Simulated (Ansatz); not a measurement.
# How BP (F-43m) expands on warming, part 3 of 3

Wanted: α(T), C_P(T) and B(T) of BP in the quasi-harmonic approximation.

What experiment has found for this phase:
- volume expansion coefficient 9.6 1e-6/K near room temperature (given in “Thermal expansion coefficients of high thermal conducting BAs and BP materials (three times its linear coefficient)”, 2019, arxiv:1906.04101)

Ansatz 0.2.0; DFT LDA, scalar-relativistic, plane waves, PAW.

So far, principal linear expansion coefficients at 298 K (× 1e-6/K): step 6 (phonons on strained cells, cutoff 550 eV, k-mesh 12×12×12) 2.88. The relaxed cell has a = 4.490 Å (conventional setting).

## (7) The quasi-harmonic study, cutoff 487.2 eV, k-mesh 20×20×20 (continued)

Quasi-harmonic; a, b, c are the run's own cell vectors. Expansion, by row:

```tsv
T (K)	a (Å)	b (Å)	c (Å)	alpha (deg)	beta (deg)	gamma (deg)	cell volume (Å³/cell)	alpha_a (1e-6/K)	alpha_b (1e-6/K)	alpha_c (1e-6/K)	alpha_V (1e-6/K)	C_P (J/mol-atom/K)	C_V (J/mol-atom/K)	S (J/mol-atom/K)	B_T (GPa)	B_S (GPa)	Grueneisen	extrapolation	fit error (1e-6/K)
0	3.184	3.184	3.184	60	60	60	22.83	0	0	0	0	0	0	0	172.3	172.3	-	0	0
50	3.184	3.184	3.184	60	60	60	22.83	0.04	0.04	0.04	0.11	0.385	0.385	0.107	172.2	172.2	0.335	0	0
100	3.184	3.184	3.184	60	60	60	22.83	0.28	0.28	0.28	0.85	2.945	2.945	1.052	172.2	172.2	0.343	0	0
150	3.184	3.184	3.184	60	60	60	22.83	0.8	0.8	0.8	2.39	6.252	6.251	2.87	172.1	172.1	0.453	0	0
200	3.184	3.184	3.184	60	60	60	22.83	1.5	1.5	1.5	4.49	9.434	9.429	5.111	171.9	171.9	0.563	0	0
250	3.185	3.185	3.185	60	60	60	22.84	2.24	2.24	2.24	6.71	12.26	12.25	7.528	171.5	171.7	0.646	0	0.01
298.1	3.185	3.185	3.185	60	60	60	22.85	2.88	2.88	2.88	8.64	14.54	14.51	9.889	171.1	171.4	0.701	0	0.01
300	3.185	3.185	3.185	60	60	60	22.85	2.9	2.9	2.9	8.71	14.62	14.59	9.979	171.1	171.4	0.703	0	0.01
350	3.186	3.186	3.186	60	60	60	22.86	3.46	3.46	3.46	10.39	16.51	16.46	12.38	170.7	171.1	0.741	0	0.01
400	3.186	3.186	3.186	60	60	60	22.87	3.92	3.92	3.92	11.76	18	17.94	14.69	170.1	170.8	0.769	0	0.01
450	3.187	3.187	3.187	60	60	60	22.89	4.29	4.29	4.29	12.88	19.18	19.1	16.88	169.6	170.4	0.788	0	0.01
500	3.188	3.188	3.188	60	60	60	22.9	4.59	4.59	4.59	13.78	20.12	20.01	18.95	169.1	170	0.803	0	0.01
550	3.188	3.188	3.188	60	60	60	22.92	4.84	4.84	4.84	14.52	20.88	20.74	20.9	168.5	169.6	0.814	0	0.01
600	3.189	3.189	3.189	60	60	60	22.94	5.05	5.05	5.05	15.14	21.49	21.33	22.75	167.9	169.2	0.823	0	0.01
650	3.19	3.19	3.19	60	60	60	22.95	5.22	5.22	5.22	15.65	22	21.81	24.49	167.3	168.7	0.83	0	0.01
700	3.191	3.191	3.191	60	60	60	22.97	5.36	5.36	5.36	16.09	22.41	22.2	26.13	166.7	168.3	0.836	0	0.01
750	3.192	3.192	3.192	60	60	60	22.99	5.49	5.49	5.49	16.47	22.77	22.53	27.69	166.1	167.8	0.841	0	0.02
800	3.193	3.193	3.193	60	60	60	23.01	5.6	5.6	5.6	16.8	23.06	22.8	29.17	165.5	167.4	0.845	0	0.03
```

Table of expansion coefficient by temperature; values in 1e-6/K:

```tsv
temperature (K)	volume	principal 1
0	0	0
50	0.11	0.04
100	0.85	0.28
150	2.39	0.8
200	4.49	1.5
250	6.71	2.24
298	8.64	2.88
300	8.71	2.9
350	10.4	3.46
400	11.8	3.92
450	12.9	4.29
500	13.8	4.59
550	14.5	4.84
600	15.1	5.05
650	15.7	5.22
700	16.1	5.36
750	16.5	5.49
800	16.8	5.6
```

Changing the k-mesh (12×12×12 → 20×20×20) and the cutoff (550 → 487.2 eV) takes the volume expansion at 298 K from 8.63 to 8.64 × 10⁻⁶/K and B_T from 171 to 171 GPa.

## (8) Phonons on strained cells, cutoff 487.2 eV, q-mesh 6×6×6

Thermal expansion follows from how the free energy of the vibrations (and of the electrons in a metal) changes with strain, so the program makes strained cells, their phonons and a fit in one run.

input.yaml

```yaml
crystal:
  lattice:
    - [0.0, 2.2452187559, 2.2452187559]
    - [2.2452187559, 0.0, 2.2452187559]
    - [2.2452187559, 2.2452187559, 0.0]
  atoms:
    - { symbol: B, position: [0.0, 0.0, 0.0] }
    - { symbol: P, position: [0.25, 0.25, 0.25] }
kpoints:
  mp_grid: { grid: [12, 12, 12] }
hamiltonian:
  xc: lda
scf:
  occupations: { method: fixed }
output:
  eigenvalues: true
phonons:
  method: dfpt
  qmesh: [6, 6, 6]
  temperatures: { t_max: 800.0, t_step: 50 }
  thermal_expansion: {}
```

Run with:

```sh
$ ansatz run input.yaml --threads 4 --pin off --max-ram 8192MiB --backend cpu --events-out ev --progress --plain --runs-dir out
```

Numbers of over 12 decimals in the logs are rounded to 6 here.

The log of the run:

```text
[...]
Crystal: 2 atoms, lattice volume = 22.636 Å³
Basis set: ecut = 487.2 eV, 537 PW (Γ), exchange–correlation on 48×48×48 points (8 copies of the dense FFT grid, shifted against one another)
Bands: 8, of which v1, the nominal top of the filled ones, is band 4 counted from 1 (3 counted from 0)
Symmetry: 24 space group operations
[...]
800.00    3.19265    3.19265    3.19265    23.0112 |    5.63    5.63    5.63   16.90 |   14.08 |    46.138    45.614 |   165.51   167.41
[...]
vibrations' free energy: its fit passes through its cells
  the electrons' free energy at temperature is not in it: every band gap is over 0.83 eV
  free energies summed between the sampled wave vectors
[...]
band gaps on the cells' k-points are 1.107 to 1.187 eV
[key lines of the parts left out:]
SCF converged after 8 iterations
Free energy (F): -876.640141 eV
Fermi energy:    9.488725 eV
P = ⅓ Tr σ = -0.0115 GPa (-0.115 kbar)
```

It took 27 min on 4 threads of Arm Neoverse N1, shared host; peak memory 1.3 GiB; 1.6 h of CPU time.

Strained cells of the study; zero-point energy where phonons were solved; the pressures are stresses at a fixed cutoff and can carry an offset from the finite basis. Expansion cells, by row:

```tsv
cell	|a| (Å)	|b| (Å)	|c| (Å)	V (Å³/atom)	E - E_lowest (meV/atom)	pressure, compression positive (GPa)	gap (eV)	zero-point energy (meV/atom)
1	3.175	3.175	3.175	11.32	0	-0.032	1.145	-
2	3.201	3.201	3.201	11.59	3.517	-4.046	1.175	-
3	3.15	3.15	3.15	11.05	3.578	4.361	1.114	-
4	3.175	3.175	3.175	11.32	0	-0.05	1.145	102.8
5	3.191	3.191	3.191	11.49	1.408	-2.604	1.164	101.2
6	3.183	3.183	3.183	11.41	0.369	-1.359	1.155	102
7	3.199	3.199	3.199	11.58	3.197	-3.866	1.173	100.4
8	3.144	3.144	3.144	10.99	5.594	5.509	1.107	-
9	3.16	3.16	3.16	11.15	1.371	2.653	1.126	-
10	3.212	3.212	3.212	11.71	7.111	-5.652	1.187	-
```

Changing the q-mesh (4×4×4 → 6×6×6) and the k-mesh (20×20×20 → 12×12×12) takes the volume expansion at 298 K from 8.64 to 8.72 × 10⁻⁶/K and B_T from 171 to 171 GPa.

## (9) Side by side

Times are for 4 threads of Arm Neoverse N1, shared host. The runs compared:

```tsv
no.	functional	cutoff (eV)	k-mesh	q-mesh	method	pressure (GPa)	volume expansion coefficient at 298 K (1e-6/K)	C_P at 298 K (J/mol-atom/K)	isothermal bulk modulus at 298 K (GPa)	time	memory (GiB)
1	lda	550	12×12×12	4×4×4	dfpt	0	8.632	14.54	171.2	11 min	1.3
2	lda	487.2	20×20×20	4×4×4	dfpt	0	8.638	14.54	171.1	36 min	4.0
3	lda	487.2	12×12×12	6×6×6	dfpt	0	8.724	14.54	171.1	27 min	1.3
```

The runs together, line volume. Expansion coefficient, volume against temperature; values in 1e-6/K:

```tsv
temperature (K)	lda, 550, 12×12×12, 4×4×4, dfpt, 0	lda, 487.2, 20×20×20, 4×4×4, dfpt, 0	lda, 487.2, 12×12×12, 6×6×6, dfpt, 0
0	0	0	0
50	0.11	0.11	0.11
100	0.85	0.85	0.89
150	2.39	2.39	2.45
200	4.49	4.49	4.57
250	6.7	6.71	6.79
298	8.63	8.64	8.72
300	8.7	8.71	8.79
350	10.4	10.4	10.5
400	11.8	11.8	11.9
450	12.9	12.9	13.0
500	13.8	13.8	13.9
550	14.5	14.5	14.6
600	15.1	15.1	15.2
650	15.6	15.7	15.8
700	16.1	16.1	16.2
750	16.5	16.5	16.6
800	16.8	16.8	16.9
```

The runs together, line C_P. Heat capacity, C_P against temperature; values in J/mol-atom/K:

```tsv
temperature (K)	lda, 550, 12×12×12, 4×4×4, dfpt, 0	lda, 487.2, 20×20×20, 4×4×4, dfpt, 0	lda, 487.2, 12×12×12, 6×6×6, dfpt, 0
0	0	0	0
50	0.385	0.385	0.369
100	2.95	2.94	2.92
150	6.25	6.25	6.24
200	9.43	9.43	9.43
250	12.3	12.3	12.3
298	14.5	14.5	14.5
300	14.6	14.6	14.6
350	16.5	16.5	16.5
400	18.0	18.0	18.0
450	19.2	19.2	19.2
500	20.1	20.1	20.1
550	20.9	20.9	20.9
600	21.5	21.5	21.5
650	22.0	22.0	22
700	22.4	22.4	22.4
750	22.8	22.8	22.8
800	23.1	23.1	23.1
```

## (10) What came out

```
settings of these figures                        : LDA, 487.2 eV, k 12×12×12, q 6×6×6
volume expansion coefficient at 298 K            : 8.724 1e-6/K
C_P at 298 K                                     : 14.54 J/mol-atom/K
entropy at 298 K                                 : 9.858 J/mol-atom/K
isothermal bulk modulus at 298 K                 : 171.1 GPa
Grüneisen parameter at 298 K                     : 0.7077
volume at 298 K                                  : 11.43 Å³/atom
principal linear expansion coefficients at 298 K : 2.908, 2.908, 2.908 1e-6/K
```

In words: Near room temperature BP expands by 8.72 × 10⁻⁶/K in volume by LDA, with C_P = 14.5 J/(mol K) per mole of atoms and B_T = 171 GPa. C_P at room temperature is 58 % of the classical 3R an atom, so the stiffest modes are still partly frozen out. A measured volume expansion coefficient near room temperature is 9.6 1e-6/K (arxiv:1906.04101); the calculated 8.72 1e-6/K differs by -9 %. Changing the q-mesh, k-mesh and cutoff moves the volume expansion at 298 K between 8.63 and 8.72 × 10⁻⁶/K, while the CPU time spans a factor of 3.4. The interpolation has no quadrupole term, so branches near the zone centre are less sure, since this crystal has sites that are not centres of inversion. The PAW files were made for PBE and are used here under another functional, for which the program regenerates the frozen cores.

[Logs are printed without paths, hosts, clocks, repeated set-up lines and the standing remarks that a program may print on its own settings, such as how far it seeks lower states.]

[Hosts, paths, dates, database ids (printed as entryN), source tags and the programs' standing remarks are cut or masked in the printed files.]

[A step with changed settings may run another functional than the one named; its input shows which.]
